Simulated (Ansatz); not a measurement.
# Quasi-harmonic thermodynamics of BP (F-43m)

Aim: the lattice, expansion, heat capacity and bulk modulus of BP as it warms.

Measurements to reproduce:
- volume expansion coefficient 9.6 1e-6/K near room temperature (given in “Thermal expansion coefficients of high thermal conducting BAs and BP materials (three times its linear coefficient)”, 2019, arxiv:1906.04101)

Calculated with Ansatz 0.2.0; DFT RPBE, scalar-relativistic, plane waves, PAW.

This is a report of a sequence of runs, with most program output left out.

## (1) The starting structure

It takes space group F-43m (No. 216, cubic). Conventional cell: a = 4.538 Å, b = 4.538 Å, c = 4.538 Å, α = 90.00°, β = 90.00°, γ = 90.00°. Nearest to B lie 4 P at 1.97 Å. P has 4 B at 1.97 Å nearest. Farther neighbours are not listed.

## (2) A first coarse run

A cheap single point shows whether the cell is a metal or an insulator and how far it is from rest; that sets the k-mesh and the occupations of what follows.

File input.yaml:

```yaml
crystal:
  lattice:
    - [0.0, 2.269, 2.269]
    - [2.269, 0.0, 2.269]
    - [2.269, 2.269, 0.0]
  atoms:
    - { symbol: B, position: [0.0, 0.0, 0.0] }
    - { symbol: P, position: [0.25, 0.25, 0.25] }
kpoints:
  mp_grid: { grid: [6, 6, 6] }
hamiltonian:
  xc: rpbe
scf:
  occupations: { method: gaussian, width: 0.1 }
output:
  forces: true
  stress: true
  eigenvalues: true
```

Launch:

```
$ ansatz run input.yaml --threads 4 --pin off --max-ram 8192MiB --backend cpu --events-out ev --progress --plain --runs-dir out
```

Elapsed: 0.32 s, on 4 threads of Arm Neoverse V1, shared host; peak memory 0.25 GiB; 0.77 s of CPU time.

A gap read on the k-mesh alone can miss the band edges.

Numbers from this step:

| Item | Value |
| --- | --- |
| pressure | 4.098 GPa |
| gap on the k-mesh | 1.346 eV |
| volume per atom | 11.68 Å³ |

The start is under 4.1 GPa at this level and looks like an insulator or semiconductor on this mesh.

## (3) Finding the static equilibrium

The vibrations must be taken about the equilibrium of this functional, not about the starting cell, so the structure is relaxed.

input.yaml, the sections that differ from step 2:

```yaml
kpoints:
  mp_grid: { grid: [10, 10, 10] }
scf:
  occupations: { method: gaussian, width: 0.02 }
output:
  forces: true
  stress: true
  eigenvalues: true
  write_density: true
  write_potential: true
  elf: true
  volumetric_format: npy
relax:
  adjacent_minimum: "off"
  f_tol: 0.005
  max_steps: 80
  cell: { stress_tol: 0.05 }
# crystal, hamiltonian: as in step 2
```

Run time: 2.3 s. Hardware: 4 threads; peak memory 0.29 GiB.

Relaxation path:

```
step  energy less that of the first step (eV)  largest force component (eV/Å)  pressure (GPa)  volume (Å³)
   1                                   0.0000                          0.0000            3.96        23.36
   2                                  -0.0053                          0.0000            1.75        23.67
   3                                  -0.0065                          0.0000            0.06        23.93
   4                                  -0.0065                          0.0000            0.00        23.94
  5*                                  -0.0070                          0.0000            0.03        23.94
```

Relaxation steps marked * repeat the geometry before them on a plane-wave basis chosen anew for their cell, so energy and pressure can jump there.

Forces are held to the 24 operations that the run works with; a distortion that breaks them can't arise in this run.

```csv
"conventional cell, symmetrised",before,after,change
a (Å),4.538,4.575,+0.8 %
b (Å),4.538,4.575,+0.8 %
c (Å),4.538,4.575,+0.8 %
volume (Å³/atom),11.68,11.97,+2.4 %
```

Final coordinates:

```xyz
2
Lattice="0.0000 2.2874 2.2874 2.2874 0.0000 2.2874 2.2874 2.2874 0.0000" Properties=species:S:1:pos:R:3 pbc="T T T"
B     0.0000    0.0000    0.0000
P     1.1437    1.1437    1.1437
```

This step gave:

```yaml
pressure: 0.02706 GPa
gap_on_the_k_mesh: 1.301 eV
volume_per_atom: 11.97 Å³
```

ELF in the ac plane of a cell with a along [110], b along [-110] and c along [001] of the cube at fractional y = 0.500, with atoms of B and P within 0.2 Å of it. It is the smooth field of the valence electrons, not physical close to the nuclei.

Values, 7 rows by 16 columns, each cell a mean:
```
0.18 0.11 0.06 0.05 0.06 0.05 0.08 0.16 0.18 0.11 0.06 0.05 0.06 0.05 0.08 0.16
0.02 0.05 0.17 0.33 0.37 0.24 0.08 0.03 0.02 0.05 0.17 0.33 0.37 0.24 0.08 0.03
0.11 0.23 0.40 0.43 0.43 0.43 0.30 0.14 0.11 0.23 0.40 0.43 0.43 0.43 0.30 0.14
0.60 0.75 0.70 0.24 0.10 0.54 0.77 0.66 0.60 0.75 0.70 0.24 0.10 0.54 0.77 0.66
0.32 0.80 0.91 0.70 0.59 0.86 0.90 0.50 0.32 0.80 0.91 0.70 0.59 0.86 0.90 0.50
0.11 0.40 0.62 0.40 0.31 0.55 0.56 0.17 0.11 0.40 0.62 0.40 0.31 0.55 0.56 0.17
0.62 0.51 0.26 0.07 0.05 0.16 0.42 0.60 0.62 0.51 0.26 0.07 0.05 0.16 0.42 0.60
```
Columns run along a (6.5 Å), rows up along c (4.6 Å), edges of the conventional cell, whose origin can differ from the input's. Atoms in or near the plane, at fractional coordinates: B at (0.75, 0.50), B at (0.25, 0.50), P at (0.50, 0.25), P at (0.00, 0.25).

Valence density in the ac plane of a cell with a along [110], b along [-110] and c along [001] of the cube at fractional y = 0.500, with atoms of B and P within 0.2 Å of it. It is the smooth field of the valence electrons, not physical close to the nuclei.

Values in e/Å³, 7 rows by 16 columns, each cell a mean:
```
0.12 0.10 0.07 0.07 0.07 0.07 0.09 0.11 0.12 0.10 0.07 0.07 0.07 0.07 0.09 0.11
0.04 0.06 0.12 0.20 0.22 0.16 0.08 0.05 0.04 0.06 0.12 0.20 0.22 0.16 0.08 0.05
0.09 0.14 0.32 0.53 0.57 0.41 0.20 0.10 0.09 0.14 0.32 0.53 0.57 0.41 0.20 0.10
0.40 0.49 0.67 0.61 0.48 0.71 0.55 0.43 0.40 0.49 0.67 0.61 0.48 0.71 0.55 0.43
0.47 0.82 0.78 0.60 0.55 0.69 0.86 0.61 0.47 0.82 0.78 0.60 0.55 0.69 0.86 0.61
0.27 0.53 0.43 0.22 0.18 0.32 0.56 0.37 0.27 0.53 0.43 0.22 0.18 0.32 0.56 0.37
0.49 0.35 0.16 0.07 0.06 0.11 0.27 0.45 0.49 0.35 0.16 0.07 0.06 0.11 0.27 0.45
```
Columns run along a (6.5 Å), rows up along c (4.6 Å), edges of the conventional cell, whose origin can differ from the input's. Atoms in or near the plane, at fractional coordinates: B at (0.75, 0.50), B at (0.25, 0.50), P at (0.50, 0.25), P at (0.00, 0.25).

Electrostatic potential energy in the ac plane of a cell with a along [110], b along [-110] and c along [001] of the cube at fractional y = 0.500, with atoms of B and P within 0.2 Å of it. With pseudopotentials it is smooth inside the atoms' cores, unlike the true potential.

Ten even steps from '_' (-58 eV) to '@' (12 eV), each cell a mean:
```
@@@@@@@@@@@@@@@@@@@@@@@@@@@@@@@@@@@@
@@@@@@@@@@@@@@@@@@@@@@@@@@@@@@@@@@@@
@@@@@@@@@@@@@@@@@@@@@@@@@@@@@@@@@@@@
@@@@@@@@%%@@@@@@@@@@@@@@@@%%@@@@@@@@
@@@@@@##==++%%@@@@@@@@@@##==++%%@@@@
@@@@%%==__::**@@@@@@@@%%==__::**@@@@
##%%%%++..--##%%####%%%%++..--##%%##
::==##%%**##%%**::::==##%%**##%%**::
__..**@@@@@@%%==____..**@@@@@@%%==__
__::##@@@@@@%%==____::##@@@@@@%%==__
==**%%@@@@@@@@##++==**%%@@@@@@@@##++
%%@@@@@@@@@@@@@@%%%%@@@@@@@@@@@@@@%%
```
Columns run along a (6.5 Å; values clipped at the 3rd and 97th percentile), rows up along c (4.6 Å), edges of the conventional cell, whose origin can differ from the input's. Atoms in or near the plane, at fractional coordinates: B at (0.75, 0.50), B at (0.25, 0.50), P at (0.50, 0.25), P at (0.00, 0.25).

The relaxation ends with a pressure of 0.03 GPa.

## (4) Tight relaxation

The thresholds are tightened for a last relaxation ahead of the phonons, and where mesh or smearing change with them the cell follows.

File input.yaml:

```yaml
crystal:
  lattice:
    - [0.0, 2.2873596993, 2.2873596993]
    - [2.2873596993, 0.0, 2.2873596993]
    - [2.2873596993, 2.2873596993, 0.0]
  atoms:
    - { symbol: B, position: [0.0, 0.0, 0.0] }
    - { symbol: P, position: [0.25, 0.25, 0.25] }
kpoints:
  mp_grid: { grid: [12, 12, 12] }
hamiltonian:
  xc: rpbe
scf:
  occupations: { method: fixed }
output:
  forces: true
  stress: true
  eigenvalues: true
relax:
  adjacent_minimum: "off"
  f_tol: 0.001
  max_steps: 60
  cell: { stress_tol: 0.01 }
```

Run time: 2.3 s. Hardware: 4 threads; peak memory 0.3 GiB; 8.2 s of CPU time.

Little changed from the start: no atom moved by 0.005 Å and no cell edge by 0.1 %.

This step gave:

- pressure: -2.17e-4 GPa
- gap on the k-mesh: 1.299 eV

The residual pressure is -2.2e-4 GPa, small enough for phonons.

## (5) Phonons on strained cells

The study relaxes the crystal at several strains, solves the phonons on some of them and minimises the free energy at each temperature (static energy, vibrations, the electrons in a metal, and PV under a set pressure); the q-mesh sets how far the force constants reach.

input.yaml, the sections that differ from step 4:

```yaml
crystal:
  lattice:
    - [0.0, 2.2874846914, 2.2874846914]
    - [2.2874846914, 0.0, 2.2874846914]
    - [2.2874846914, 2.2874846914, 0.0]
  atoms:
    - { symbol: B, position: [0.0, 0.0, 0.0] }
    - { symbol: P, position: [0.25, 0.25, 0.25] }
output:
  eigenvalues: true
phonons:
  method: dfpt
  qmesh: [4, 4, 4]
  temperatures: { t_max: 800.0, t_step: 50 }
  thermal_expansion: {}
# kpoints, hamiltonian, scf: as in step 4
# relax: removed
```

Run time: 5.7 min. Hardware: 4 threads; peak memory 1.3 GiB; 22 min of CPU time.

This step gave:

- pressure: -0.007761 GPa
- volume expansion coefficient at 298 K: 10.15 1e-6/K
- C_P at 298 K: 15.05 J/mol-atom/K
- entropy at 298 K: 10.30 J/mol-atom/K
- isothermal bulk modulus at 298 K: 150.9 GPa
- Grüneisen parameter at 298 K: 0.7430
- volume at 298 K: 12.09 Å³/atom
- principal linear expansion coefficients at 298 K: 3.385, 3.385, 3.385 1e-6/K

Strained cells of the study; zero-point energy where phonons were solved; the pressures are stresses at a fixed cutoff and can carry an offset from the finite basis. Expansion cells, by row:

```csv
cell,|a| (Å),|b| (Å),|c| (Å),V (Å³/atom),E - E_lowest (meV/atom),"pressure, compression positive (GPa)",gap (eV),zero-point energy (meV/atom)
1,3.235,3.235,3.235,11.97,0,-0.023,1.299,-
2,3.261,3.261,3.261,12.26,3.281,-3.569,1.336,-
3,3.209,3.209,3.209,11.69,3.351,3.866,1.262,-
4,3.235,3.235,3.235,11.97,0,-0.042,1.3,98.77
5,3.251,3.251,3.251,12.15,1.317,-2.299,1.323,97.25
6,3.244,3.244,3.244,12.07,0.4,-1.289,1.312,97.94
7,3.262,3.262,3.262,12.27,3.472,-3.667,1.337,96.3
8,3.203,3.203,3.203,11.62,5.232,4.879,1.253,-
9,3.219,3.219,3.219,11.79,1.28,2.349,1.276,-
10,3.275,3.275,3.275,12.42,7.718,-5.352,1.356,-
```

Quasi-harmonic; a, b, c are the run's own cell vectors. Expansion, by row:

```
T (K)  a (Å)  b (Å)  c (Å)  alpha (deg)  beta (deg)  gamma (deg)  cell volume (Å³/cell)  alpha_a (1e-6/K)  alpha_b (1e-6/K)  alpha_c (1e-6/K)  alpha_V (1e-6/K)  C_P (J/mol-atom/K)  C_V (J/mol-atom/K)  S (J/mol-atom/K)  B_T (GPa)  B_S (GPa)  Grueneisen  extrapolation  fit error (1e-6/K)
    0  3.244  3.244  3.244           60          60           60                  24.15                 0                 0                 0                 0                   0                   0                 0      152.1      152.1           -              0                   0
   50  3.244  3.244  3.244           60          60           60                  24.15              0.05              0.05              0.05              0.14               0.402               0.402             0.112      152.1      152.1       0.391              0                   0
  100  3.244  3.244  3.244           60          60           60                  24.15              0.37              0.37              0.37               1.1               3.056               3.056             1.094      152.1      152.1       0.399              0                   0
  150  3.245  3.245  3.245           60          60           60                  24.15              1.01              1.01              1.01              3.02               6.522                6.52             2.985      151.9      151.9       0.511              0                   0
  200  3.245  3.245  3.245           60          60           60                  24.16              1.84              1.84              1.84              5.51               9.857                9.85             5.326      151.7      151.8       0.618              0                   0
  250  3.245  3.245  3.245           60          60           60                  24.17              2.68              2.68              2.68              8.03               12.76               12.74             7.847      151.3      151.5       0.694              0                0.01
298.1  3.246  3.246  3.246           60          60           60                  24.18              3.39              3.39              3.39             10.16               15.05               15.02              10.3      150.9      151.3       0.743              0                0.01
  300  3.246  3.246  3.246           60          60           60                  24.18              3.41              3.41              3.41             10.23               15.13               15.09             10.39      150.9      151.2       0.744              0                0.01
  350  3.246  3.246  3.246           60          60           60                  24.19              4.01              4.01              4.01             12.04               16.99               16.94             12.87      150.4      150.9       0.779              0                0.01
  400  3.247  3.247  3.247           60          60           60                  24.21               4.5               4.5               4.5             13.49               18.45               18.37             15.24      149.9      150.6       0.802              0                0.01
  450  3.248  3.248  3.248           60          60           60                  24.22              4.89              4.89              4.89             14.66               19.59               19.48             17.48      149.4      150.2        0.82              0                0.01
  500  3.249  3.249  3.249           60          60           60                  24.24               5.2               5.2               5.2              15.6               20.49               20.36             19.59      148.8      149.8       0.832              0                0.01
  550  3.249  3.249  3.249           60          60           60                  24.26              5.46              5.46              5.46             16.37               21.21               21.05             21.58      148.3      149.4       0.842              0                0.01
  600   3.25   3.25   3.25           60          60           60                  24.28              5.67              5.67              5.67             17.01               21.79                21.6             23.45      147.7        149        0.85              0                0.01
  650  3.251  3.251  3.251           60          60           60                   24.3              5.85              5.85              5.85             17.54               22.27               22.05             25.21      147.1      148.5       0.856              0                0.01
  700  3.252  3.252  3.252           60          60           60                  24.32                 6                 6                 6                18               22.66               22.42             26.88      146.5      148.1       0.862              0                0.01
  750  3.253  3.253  3.253           60          60           60                  24.35              6.13              6.13              6.13              18.4               22.99               22.72             28.45      145.9      147.7       0.866              0                0.02
  800  3.254  3.254  3.254           60          60           60                  24.37              6.25              6.25              6.25             18.74               23.28               22.98             29.95      145.3      147.2        0.87              0                0.03
```

Expansion coefficient against temperature; values in 1e-6/K:

| temperature (K) | volume | principal 1 |
| --- | --- | --- |
| 0 | 0 | 0 |
| 50 | 0.14 | 0.05 |
| 100 | 1.1 | 0.37 |
| 150 | 3.02 | 1.01 |
| 200 | 5.51 | 1.84 |
| 250 | 8.03 | 2.68 |
| 298 | 10.2 | 3.39 |
| 300 | 10.2 | 3.41 |
| 350 | 12.0 | 4.01 |
| 400 | 13.5 | 4.5 |
| 450 | 14.7 | 4.89 |
| 500 | 15.6 | 5.2 |
| 550 | 16.4 | 5.46 |
| 600 | 17.0 | 5.67 |
| 650 | 17.5 | 5.85 |
| 700 | 18 | 6 |
| 750 | 18.4 | 6.13 |
| 800 | 18.7 | 6.25 |

At 298 K the volume expansion is 10.2 × 10⁻⁶/K and B_T is 151 GPa. The program raised the cutoff to 487.2 eV by itself: with no cutoff typed, the study takes about 1.16 times the default for its relaxations and scales it with the volume for the phonons.

## (6) Results

- settings of these figures: RPBE, 487.2 eV, k 12×12×12, q 4×4×4
- volume expansion coefficient at 298 K: 10.15 1e-6/K
- C_P at 298 K: 15.05 J/mol-atom/K
- entropy at 298 K: 10.30 J/mol-atom/K
- isothermal bulk modulus at 298 K: 150.9 GPa
- Grüneisen parameter at 298 K: 0.7430
- volume at 298 K: 12.09 Å³/atom
- principal linear expansion coefficients at 298 K: 3.385, 3.385, 3.385 1e-6/K

In words: Near room temperature BP expands by 10.2 × 10⁻⁶/K in volume by RPBE, with C_P = 15.1 J/(mol K) per mole of atoms and B_T = 151 GPa. C_P at room temperature is 60 % of the classical 3R an atom, so the stiffest modes are still partly frozen out. A measured volume expansion coefficient near room temperature is 9.6 1e-6/K (arxiv:1906.04101); the calculated 10.2 1e-6/K differs by +6 %. The interpolation has no quadrupole term, so branches near the zone centre are less sure, since this crystal has sites that are not centres of inversion. The PAW files were made for PBE and are used here under another functional, for which the program regenerates the frozen cores.

[Logs are printed without paths, hosts, clocks, repeated set-up lines and the standing remarks that a program may print on its own settings, such as how far it seeks lower states.]

[Hosts, paths, dates, database ids (printed as entryN), source tags and the programs' standing remarks are cut or masked in the printed files.]

[A step with changed settings may run another functional than the one named; its input shows which.]
